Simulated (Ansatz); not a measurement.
# What NaB (Fm-3m) distorts into

Wanted: the energy along a soft mode of NaB (Fm-3m) and the structure at the end.

Program: Ansatz 0.2.0. Level of theory: DFT PBEsol, scalar-relativistic, plane waves, PAW. Results are calculated unless marked as measured.

## (1) The starting structure

Symmetry: Fm-3m, No. 225, cubic system. The conventional cell has a = 5.305 Å, b = 5.305 Å, c = 5.305 Å, α = 90.00°, β = 90.00°, γ = 90.00°. Na has 6 B at 2.65 Å nearest. B has 6 Na at 2.65 Å nearest. Farther neighbours are not listed.

## (2) Response at finite wavevector

The cell comes from relaxations at this level that are not shown. Stability and thermal properties need the whole zone. Linear response on a 4×4×4 q mesh gives force constants as far as a supercell of that size would.

input.yaml

```yaml
crystal:
  lattice:
    - [0.0, 2.6524525913, 2.6524525913]
    - [2.6524525913, 0.0, 2.6524525913]
    - [2.6524525913, 2.6524525913, 0.0]
  atoms:
    - { symbol: Na, position: [0.0, 0.0, 0.0] }
    - { symbol: B, position: [0.5, 0.5, 0.5] }
kpoints:
  mp_grid: { grid: [12, 12, 12] }
hamiltonian:
  xc: pbesol
scf:
  occupations: { method: methfessel_paxton, width: 0.15 }
output:
  eigenvalues: true
phonons:
  method: dfpt
  qmesh: [4, 4, 4]
  temperatures: { t_max: 1000, t_step: 50 }
  qpath:
    path:
      - [[0.0, 0.0, 0.0], [0.5, 0.0, 0.5], [0.625, 0.25, 0.625]]
      - [[0.375, 0.375, 0.75], [0.0, 0.0, 0.0], [0.5, 0.5, 0.5], [0.5, 0.25, 0.75], [0.5, 0.0, 0.5]]
    npoints: 10
```

Run with:

```bash
> ansatz run input.yaml --threads 4 --pin off --max-ram 7168MiB --backend cpu --events-out ev --progress --plain --runs-dir out
```

Numbers of over 12 decimals in the logs are rounded to 6 here.

Output:

```text
Engine: ansatz 0.2.0, x86_64-unknown-linux-gnu
Pseudopotentials: kind: paw
Pseudopotential: Na, paw, valence charge 9, recommended cutoff 420 eV (normal), Na.paw.azcp
Pseudopotential: B, paw, valence charge 3, recommended cutoff 420 eV (normal), B.paw.azcp
Functional definition: PBEsol
  exchange = pbesol_x
  correlation = pbesol_c
Crystal: 2 atoms, lattice volume = 37.323 Å³
Basis set: ecut = 420 eV, 725 PW (Γ), exchange–correlation on 54×54×54 points (8 copies of the dense FFT grid, shifted against one another)
Bands: 10, of which v1, the nominal top of the filled ones, is band 6 counted from 1 (5 counted from 0)
Symmetry: 48 space group operations
k-points: 72 of 1728
Non-local potential: Na, projectors of the file, l = 0: 3, l = 1: 2, l = 2: 1
Non-local potential: B, projectors of the file, l = 0: 2, l = 1: 2, l = 2: 1
PAW form: soft (Blöchl's): semilocal exchange-correlation on the pseudo side does not see the compensation charge
PAW frozen core: Na, regenerated for the run's functional, and the local potential with it (the file was generated under x = pbe(κ = 0.804, μ = 0.219515), c = pbe(β = 0.066725))
PAW frozen core: B, regenerated for the run's functional, and the local potential with it (the file was generated under x = pbe(κ = 0.804, μ = 0.219515), c = pbe(β = 0.066725))
PAW one-centre angular grid: Na, 110 points (default); XC on 64 Gauss nodes
PAW one-centre angular grid: B, 110 points (default); XC on 64 Gauss nodes
Initial density: superposition of atomic densities (neutral atoms: chi_scale 0, normalization atom), corrected by the library's trained network
Initial wavefunctions: pseudopotential atomic-orbital guess
Functional: x = pbesol(κ = 0.804, μ = 0.123457), c = pbesol(β = 0.046)
SCF iter   1: F=—  HF=-1624.680084 eV  |F-HF|=—  |Δ(HF+E_count)|=         —  Δρ=3.16e-3  dr2=2.51e-3  ethr=1.77e-3  ⟨swp⟩=4.9  Hψ=3937  notcnv=0
preconditioner: auto → none  [metal: Δε(μ)=0.058 eV  Ē_g=8.016 eV  σ=0.150 eV  W_gap=0.30  n_scr=8 (ndim 8)  ℏωp=12.2 eV  f_vac=0.000  D(μ)=1.13/eV (n_scr^D=8)  sad-step TF]
SCF iter   2: F=—  HF=-1624.678355 eV  |F-HF|=—  |Δ(HF+E_count)|=   1.73e-3  S|Δr|=    0.00e0  Δρ=1.00e-3  dr2=3.90e-4  ethr=2.09e-5  ⟨swp⟩=2.4  Hψ=1695  notcnv=0
SCF iter   3: F=—  HF=-1624.678189 eV  |F-HF|=—  |Δ(HF+E_count)|=   1.66e-4  S|Δr|=    0.00e0  Δρ=2.25e-4  dr2=1.59e-5  ethr=3.25e-6  ⟨swp⟩=2.0  Hψ=1099  notcnv=0
SCF iter   4: F=—  HF=-1624.678188 eV  |F-HF|=—  |Δ(HF+E_count)|=   1.55e-6  S|Δr|=    0.00e0  Δρ=1.20e-4  dr2=5.94e-6  ethr=1.32e-7  ⟨swp⟩=2.0  Hψ=1147  notcnv=0
SCF iter   5: F=—  HF=-1624.678185 eV  |F-HF|=—  |Δ(HF+E_count)|=   2.50e-6  S|Δr|=    0.00e0  Δρ=6.88e-5  dr2=1.94e-6  ethr=4.95e-8  ⟨swp⟩=1.3  Hψ=770  notcnv=0
SCF iter   6: F=—  HF=-1624.678184 eV  |F-HF|=—  |Δ(HF+E_count)|=   7.34e-7  S|Δr|=    0.00e0  Δρ=4.21e-6  dr2=3.82e-9  ethr=1.62e-8  ⟨swp⟩=2.8  Hψ=1157  notcnv=0
SCF iter   7: F=—  HF=-1624.678184 eV  |F-HF|=—  |Δ(HF+E_count)|=   6.00e-8  S|Δr|=    0.00e0  Δρ=6.31e-7  dr2=1.91e-10  ethr=3.18e-11  ⟨swp⟩=2.0  Hψ=1138  notcnv=0
SCF iter   8: F=-1624.678184 eV  HF=-1624.678184 eV  |F-HF|=1.59e-12  |Δ(HF+E_count)|=  6.87e-11  S|Δr|=    0.00e0  Δρ=7.98e-8  dr2=2.46e-12  ethr=1.00e-12  ⟨swp⟩=3.9  Hψ=2939  notcnv=0
SCF 1 converged in 8 iterations: F = -1624.678184 eV  dr2 = 2.46e-12
  greatest PAW one-centre occupation: 0.999 electrons in one spin orbital (limit 2), on the Na atom at site 0 (counted from 0), in its partial waves of l = 0
Initial density: read from a saved state, or passed on in memory by an earlier SCF of this step, an earlier step, the calling program or the single point that the run made first
iter 1 solved again at ethr=2.87e-7 eV; its pass at ethr=3.10e-3 eV (dr2=3.45e-5 eV) is discarded
SCF iter   1: F=—  HF=-1624.678184 eV  |F-HF|=—  |Δ(HF+E_count)|=         —  Δρ=8.21e-7  dr2=1.56e-10  ethr=2.87e-7  ⟨swp⟩=3.0  Hψ=5974  notcnv=0
eigensolver tolerance schedule: the retry pair's looser diagonalisation over-reported the residual by 220672.53 of it (diagonalisation noise at an unbounded share of the residual, at the tolerance the schedule requests for it); recorded, not acted on — ethr = c·dr2/N_el stays at c = 1.0e-1
preconditioner: auto → none  [metal: Δε(μ)=0.057 eV  Ē_g=8.012 eV  σ=0.150 eV  W_gap=0.30  n_scr=8 (ndim 8)  ℏωp=12.2 eV  f_vac=0.000  D(μ)=1.15/eV (n_scr^D=8)]
SCF iter   2: F=—  HF=-1624.678184 eV  |F-HF|=—  |Δ(HF+E_count)|=   5.27e-7  S|Δr|=    0.00e0  Δρ=7.54e-7  dr2=1.15e-10  ethr=1.30e-12  ⟨swp⟩=3.3  Hψ=1594  notcnv=0
SCF iter   3: F=—  HF=-1624.678184 eV  |F-HF|=—  |Δ(HF+E_count)|=  5.66e-11  S|Δr|=    0.00e0  Δρ=3.98e-7  dr2=3.07e-11  ethr=1.00e-12  ⟨swp⟩=2.1  Hψ=1124  notcnv=0
SCF iter   4: F=-1624.678184 eV  HF=-1624.678184 eV  |F-HF|=6.82e-13  |Δ(HF+E_count)|=  1.86e-11  S|Δr|=    0.00e0  Δρ=5.56e-8  dr2=5.85e-13  ethr=1.00e-12  ⟨swp⟩=1.0  Hψ=2100  notcnv=0
SCF 2 converged in 4 iterations: F = -1624.678184 eV  dr2 = 5.85e-13
phonons: the bands overlap, so this run is a metal and interpolates without the dipole-dipole term. If the crystal is really an insulator or semiconductor, its LO-TO splitting is missing
NSCF: frozen V_eff on 72 k-points
NSCF: frozen V_eff on 163 k-points
DFPT response loops at q = (0, 0, 0) (fractional): preconditioner auto → Kerker (q_TF=auto, 2.258 Å⁻¹) (partly filled bands, converged f_vac=0.000); β = 1.00, the filter's whole step (`scf.mixing.beta` (0.50) is not read by the response loops under this deck's `scf.mixing.preconditioner`; to damp them name `kerker` or `kerker_dos`, under which they read `scf.mixing.beta`, and type it under 1.00, their step now; both keys bind the ground state too); Broyden in place of MSR1
NSCF: frozen V_eff on 1872 k-points
DFPT response loops at q = (0, 0, 0.25) (fractional): mixed as the last ones told, above
NSCF: frozen V_eff on 952 k-points
DFPT response loops at q = (0, 0, -0.5) (fractional): mixed as the last ones told, above
NSCF: frozen V_eff on 1020 k-points
DFPT response loops at q = (0, 0.25, 0.25) (fractional): mixed as the last ones told, above
NSCF: frozen V_eff on 3456 k-points
DFPT response loops at q = (0, 0.25, -0.5) (fractional): mixed as the last ones told, above
NSCF: frozen V_eff on 1872 k-points
DFPT response loops at q = (0, 0.25, -0.25) (fractional): mixed as the last ones told, above
NSCF: frozen V_eff on 560 k-points
DFPT response loops at q = (0, -0.5, -0.5) (fractional): mixed as the last ones told, above
NSCF: frozen V_eff on 1020 k-points
DFPT response loops at q = (0.25, -0.5, -0.25) (fractional): mixed as the last ones told, above
SCF converged after 8 iterations
Stability not checked: this state was not tested for a lower state beside it, because cold or Methfessel-Paxton smearing, or corrected tetrahedra, fill the levels in a way that the test cannot read (fill_not_monotonic; see scf.lower_state_search)
Free energy (F): -1624.678184 eV
Harris-Foulkes:  -1624.678184 eV  (|F-HF|=1.59e-12)
Internal energy: -1624.677152 eV  (E = F + TS)
E sigma→0 (E₀):  -1624.677926 eV
Entropy (-TS):   -0.001033 eV (-0.516 meV/atom)
Fermi energy:    2.880952 eV
--- Per-component energies (eV) ---
  E_band       = -216.933054
  E_kinetic    = 155.886219
  E_local      = -1374.907756  (includes V_loc(G=0)·N_el)
  E_nonlocal   = 131.888408
  E_hartree    = 496.437292
  E_xc         = -65.644768
  E_vxc        = -81.598571  (∫ρ·V_xc dr)
  E_paw        = -328.508480  (= ΣΔE_a)
  E_vpaw       = -41.075875  (= ΣTr[D̂ρ^β])
  E_aug_tail   = -0.000041  (compensation charges beyond the density's cutoff)
  E_ewald      = -639.897430
  E_core_change = 0.069405  (= ΣΔE_core)
  E_smearing   = -0.001033  (= −TS)
  E_closure    = 0.000000  (closes the sum)
  Σ components = -1624.678184   (vs F -1624.678184, Δ=0.00e0)
--- Band table (eV; the first three rows and the last of 72) ---
  k-point 0: bands = ["-47.8939", "-19.9813", "-19.9813", "-19.9813", "-4.3873", "5.3616", "5.3616", "5.3616", "10.6503", "13.1471"]
  k-point 1: bands = ["-47.8937", "-19.9846", "-19.9816", "-19.9816", "-4.2995", "5.0279", "5.3099", "5.3099", "10.8376", "12.6326"]
  k-point 2: bands = ["-47.8933", "-19.9937", "-19.9826", "-19.9826", "-4.0416", "4.1928", "5.1758", "5.1758", "10.9913", "12.2932"]
  k-point 71: bands = ["-47.8910", "-20.0112", "-20.0112", "-19.9987", "-1.7165", "2.2903", "2.2903", "3.3623", "11.6553", "12.1296"]
--- Phonons (Γ-DFPT): 2 representative perturbations + reference (Σ response iterations 6) ---
  ASR residual: 8.097e-5 → 0.000e0 eV/Å²; symmetrization residual: 2.190e-6 eV/Å²
  ASR residual per site (eV/Å²): 8.10e-5 3.88e-5
  Γ frequencies (cm⁻¹): 0.00 0.00 0.00 305.82 305.82 305.82
--- Phonons (arbitrary-q DFPT): 8 irreducible q on the 4×4×4 mesh ---
  q = [0.0000, 0.0000, 0.0000] (star 1, of the zone-centre solve; hermiticity 1.73e-6, symmetrization 1.08e-12): -0.00 0.00 0.00 305.82 305.82 305.82
  q = [0.0000, 0.0000, 0.2500] (star 8, 2 solved perturbations on 936 of 1728 k-point pairs; hermiticity 6.88e-7, symmetrization 6.68e-13): 66.46 108.51 108.51 263.07 281.51 281.51
  q = [0.0000, 0.0000, -0.5000] (star 4, 2 solved perturbations on 476 of 1728 k-point pairs; hermiticity 1.20e-13, symmetrization 8.01e-13): -68.52 181.77 181.77 197.73 235.80 235.80
  q = [0.0000, 0.2500, 0.2500] (star 6, 4 solved perturbations in 1608 linear systems a pass and spin channel, the states on 510 of 1728 k-point pairs; hermiticity 6.75e-7, symmetrization 7.72e-13): -79.91 -79.91 183.67 218.54 299.93 299.93
  q = [0.0000, 0.2500, -0.5000] (star 24, 4 solved perturbations in 5328 linear systems a pass and spin channel, the states on 1728 of 1728 k-point pairs; hermiticity 6.91e-7, symmetrization 4.92e-13): -148.29 57.05 58.95 251.01 279.21 281.13
  q = [0.0000, 0.2500, -0.2500] (star 12, 4 solved perturbations in 2892 linear systems a pass and spin channel, the states on 936 of 1728 k-point pairs; hermiticity 9.34e-7, symmetrization 4.84e-13): -112.62 131.07 180.73 193.16 242.60 299.72
  q = [0.0000, -0.5000, -0.5000] (star 3, 4 solved perturbations in 886 linear systems a pass and spin channel, the states on 280 of 1728 k-point pairs; hermiticity 7.32e-7, symmetrization 4.22e-13): -206.40 -131.51 -131.51 283.28 304.86 304.86
  q = [0.2500, -0.5000, -0.2500] (star 6, 4 solved perturbations in 1544 linear systems a pass and spin channel, the states on 510 of 1728 k-point pairs; hermiticity 5.19e-7, symmetrization 9.75e-13): -174.27 -174.27 186.57 206.47 287.41 287.41
  sum rule: each row above includes the acoustic sum rule's correction from the zone centre's row sums; it moved no ω² by more than (0.99 cm⁻¹)²
  mesh force constants: q→R imaginary residual 8.43e-18; ASR residual 8.097e-5 → 0.000e0 eV/Å²; symmetrization residual 2.220e-15 eV/Å²
  interpolated dispersion: 62 rows × 6 modes
  density of states and harmonic sums: on the 20×20×20 q-mesh, interpolated from the force constants of a 4×4×4 supercell (no non-analytic term)
  largest difference from the sums on the solved wave vectors: F 8.35e-2 eV, S 1.14e-4 and C_V 3.15e-5 eV/K
  zero-point energy: 0.060574 eV/cell   skipped modes (ω ≤ 0): 396, of them read as no rigid motion or as one in doubt: 393 (1.545e0 modes/cell left out, lowest -206.40 cm⁻¹)   left out of the sums: 2.58e-1 of the cell's modes: C_V's classical limit lies that fraction below 3 k_B per atom; for a crystal, a wire or a layer, F and S can be off by more, and a phonons.interpolated_qmesh denser along its periods is the remedy for the sampling
```

It took 91 s on 4 threads of Intel Xeon Platinum 8488C (Sapphire Rapids), shared host; peak memory 1.7 GiB.

This step gave:

```
volume per atom                                         : 18.66 Å³
gap on the k-mesh                                       : 0 eV
sum-rule residual before enforcement                    : 8.10e-5 eV/Å²
lowest frequency on the path                            : -206.4 cm⁻¹
point group                                             : m-3m
highest frequency on the path or at a solved wavevector : 305.8 cm⁻¹
highest optical mode at the zone centre (no LO-TO term) : 305.8 cm⁻¹
lowest optical zone-centre mode                         : 305.8 cm⁻¹
lowest mode on the q mesh (acoustic modes at Γ apart)   : -206.4 cm⁻¹
```

Frequencies (cm⁻¹) solved at each irreducible wavevector; negative means imaginary. Frequencies by wavevector, by row:

```csv
q in reciprocal lattice units,star,mode 1,mode 2,mode 3,mode 4,mode 5,mode 6
0 0 0,1,0,0,0,305.8,305.8,305.8
0 0 0.25,8,66.5,108.5,108.5,263.1,281.5,281.5
0 0 -0.5,4,-68.5,181.8,181.8,197.7,235.8,235.8
0 0.25 0.25,6,-79.9,-79.9,183.7,218.5,299.9,299.9
0 0.25 -0.5,24,-148.3,57,59,251,279.2,281.1
0 0.25 -0.25,12,-112.6,131.1,180.7,193.2,242.6,299.7
0 -0.5 -0.5,3,-206.4,-131.5,-131.5,283.3,304.9,304.9
0.25 -0.5 -0.25,6,-174.3,-174.3,186.6,206.5,287.4,287.4
```

Interpolated from a 4×4×4 q mesh. The phonon branches at the labelled points (cm⁻¹):

```csv
point,branch 1,branch 2,branch 3,branch 4,branch 5,branch 6
Γ,0,0,0,306,306,306
halfway,-80,-80,184,218,300,300
X,-206,-132,-132,283,305,305
halfway,-202,-123,-112,284,294,298
U,-184,-91,25,263,282,286
jump to K,-184,-91,25,263,282,286
halfway,-80,130,163,226,259,302
Γ,0,0,0,306,306,306
halfway,66,108,108,263,282,282
L,-68,182,182,198,236,236
halfway,-142,39,188,193,269,277
W,-174,-174,187,206,287,287
halfway,-198,-145,-23,278,284,298
X,-206,-132,-132,283,305,305
```

The phonon branches as a text plot (rows in cm⁻¹):

```
    295 |***********************************            *********
    274 |   *     **********     ***       ***       ****   *****
    252 |        *        * ******          ****   ***      *
    231 |    ** *          *    *             * ***
    210 |      *            *                  **       ****
    188 |      *             ***                 **********
    167 |    **              ** *              **  *       *
    146 |   *               *  * *            *     *
    124 |       *            ** *            *              *
    103 |  *               *     ***        *        *
     82 |                   *     **       *                 *
     60 |                           *     ****
     39 | *                          *   *    *       *
     18 |                 *             *
     -4 |*                            **
    -25 | **                        **         *
    -46 |   *            * *      **
    -68 |    **                  *              ***
    -89 |      ***      * *    **                  *   *      *
   -110 |        ***   ***   **                     *          *
   -132 |           ****                             ** *     ***
   -153 |         **        *                          **   **
   -174 |                 **                             ***
   -196 |           ******                                  *****
         Γ           X  U|K            Γ         L        W     X
```

Symmetry leaves 8 wavevectors to solve. The lowest mode among them, the acoustic zeros apart, lies at q = (0, -0.5, -0.5) and is imaginary, 206.4i cm⁻¹, so the energy falls along it.

## (3) The mode frozen in, largest atomic shift 0 Å

The mode followed lies at q = (0.25, -0.5, -0.25) with frequency 174.3i cm⁻¹ and is 2-fold degenerate, one of the unstable modes though not the softest. At small amplitude the distorted cell has space group no. 121 by a symmetry search on the positions. The undistorted cell that holds it gives the zero of energy on the same k mesh.

System of this step: NaB. Symmetry: Fm-3m, No. 225, cubic system. Conventional cell: a = 5.305 Å, b = 5.305 Å, c = 5.305 Å, α = 90.00°, β = 90.00°, γ = 90.00°. Nearest to Na lie 6 B at 2.65 Å. Nearest to B lie 6 Na at 2.65 Å. Farther neighbours are not listed.

input.yaml

```yaml
crystal:
  lattice:
    - [0.0, 0.0, -5.3049051826]
    - [5.3049051826, 0.0, 0.0]
    - [2.6524525913, -5.3049051826, -2.6524525913]
  atoms:
    - { symbol: Na, position: [0.75, 0.25, 0.5] }
    - { symbol: Na, position: [0.25, 0.75, 0.5] }
    - { symbol: Na, position: [0.5, 0.5, 0.0] }
    - { symbol: Na, position: [0.0, 0.0, 0.0] }
    - { symbol: B, position: [0.5, 0.0, 0.0] }
    - { symbol: B, position: [0.0, 0.5, 0.0] }
    - { symbol: B, position: [0.25, 0.25, 0.5] }
    - { symbol: B, position: [0.75, 0.75, 0.5] }
kpoints:
  mp_grid: { grid: [8, 8, 8] }
hamiltonian:
  xc: pbesol
scf:
  occupations: { method: methfessel_paxton, width: 0.15 }
output:
  forces: true
  stress: true
  eigenvalues: true
```

Output:

```text
[...]
Crystal: 8 atoms, lattice volume = 149.291 Å³
Basis set: ecut = 420 eV, 2913 PW (Γ), exchange–correlation on 72×72×90 points (8 copies of the dense FFT grid, shifted against one another)
Bands: 32, of which v1, the nominal top of the filled ones, is band 24 counted from 1 (23 counted from 0)
Symmetry: 64 space group operations
[...]
k-points: 59 of 512
[...]
k-point 0: bands = [... 20 lower, 1.3488, 2.2893, 2.2893, 2.2893, 2.2893, 3.3599, 3.3599, 3.8907, ... 4 higher]
  k-point 1: bands = [... 20 lower, 1.5469, 1.8886, 1.8886, 2.7700, 2.7700, 3.4322, 3.4322, 3.9331, ... 4 higher]
  k-point 2: bands = [... 20 lower, 1.5919, 1.5919, 2.0407, 3.2796, 3.2796, 3.6133, 3.6133, 4.0578, ... 4 higher]
  k-point 58: bands = [... 20 lower, 1.3599, 1.3599, 1.3599, 1.3599, 4.0930, 4.0930, 4.0930, 4.0930, ... 4 higher]
[key lines of the parts left out:]
SCF converged after 7 iterations
Free energy (F): -6498.704367 eV
Fermi energy:    2.864017 eV
P = ⅓ Tr σ = -0.0531 GPa (-0.531 kbar)
```

Wall time 4.5 s (4 threads); peak memory 0.61 GiB.

This step gave:

```yaml
pressure: -0.05312 GPa
energy_from_the_undistorted_cell: 0 meV/atom
```

The run ends at a pressure of -0.05 GPa.

## (4) The mode frozen in, largest atomic shift 0.6 Å

The atoms are moved along the unstable eigenvector, the largest shift by 0.6 Å, with the cell fixed.

input.yaml, the sections that differ from step 3:

```yaml
crystal:
  lattice:
    - [0.0, 0.0, -5.3049051826]
    - [5.3049051826, 0.0, 0.0]
    - [2.6524525913, -5.3049051826, -2.6524525913]
  atoms:
    - { symbol: Na, position: [0.7948604595, 0.2948604595, 0.5] }
    - { symbol: Na, position: [0.2051395405, 0.7051395405, 0.5] }
    - { symbol: Na, position: [0.4551395405, 0.5448604595, 0.0] }
    - { symbol: Na, position: [0.0448604595, -0.0448604595, 0.0] }
    - { symbol: B, position: [0.5799758062, 0.0799758062, 0.0] }
    - { symbol: B, position: [-0.0799758062, 0.4200241938, 0.0] }
    - { symbol: B, position: [0.3299758062, 0.1700241938, 0.5] }
    - { symbol: B, position: [0.6700241938, 0.8299758062, 0.5] }
# kpoints, hamiltonian, scf, output: as in step 3
```

Output:

```text
[...]
Crystal: 8 atoms, lattice volume = 149.291 Å³
Basis set: ecut = 420 eV, 2913 PW (Γ), exchange–correlation on 72×72×90 points (8 copies of the dense FFT grid, shifted against one another)
Bands: 32, of which v1, the nominal top of the filled ones, is band 24 counted from 1 (23 counted from 0)
Symmetry: 8 space group operations
[...]
k-points: 59 of 512 (time reversal used)
[...]
k-point 0: bands = [... 20 lower, 1.0402, 1.9875, 2.1648, 2.9239, 3.0000, 3.0000, 3.0304, 4.9307, ... 4 higher]
  k-point 1: bands = [... 20 lower, 1.2541, 1.6905, 2.4899, 2.5662, 3.0867, 3.0867, 3.4696, 4.9286, ... 4 higher]
  k-point 2: bands = [... 20 lower, 1.3921, 1.7939, 2.2656, 2.8554, 3.3165, 3.3165, 3.9874, 4.8959, ... 4 higher]
  k-point 58: bands = [... 20 lower, 1.3983, 1.5964, 1.6428, 1.6428, 3.3816, 4.7061, 4.7061, 4.8021, ... 4 higher]
[key lines of the parts left out:]
SCF converged after 8 iterations
Free energy (F): -6500.401780 eV
Fermi energy:    2.853821 eV
P = ⅓ Tr σ = -3.2285 GPa (-32.285 kbar)
```

Run time: 7 s. Hardware: 4 threads; peak memory 0.57 GiB; 18 s of CPU time.

Numbers from this step:

| Property | Result |
| --- | --- |
| pressure | -3.229 GPa |
| energy from the undistorted cell | -212.2 meV/atom |

The energy, extrapolated to zero smearing, is -212.22 meV/atom against the undistorted cell.

The run ends at a pressure of -3.23 GPa, with forces up to 1.6 eV/Å.

(Part 1 of 3 ends here.)

[Logs are printed without paths, hosts, clocks, repeated set-up lines and the standing remarks that a program may print on its own settings, such as how far it seeks lower states.]

[Hosts, paths, dates, database ids (printed as entryN), source tags and the programs' standing remarks are cut or masked in the printed files.]
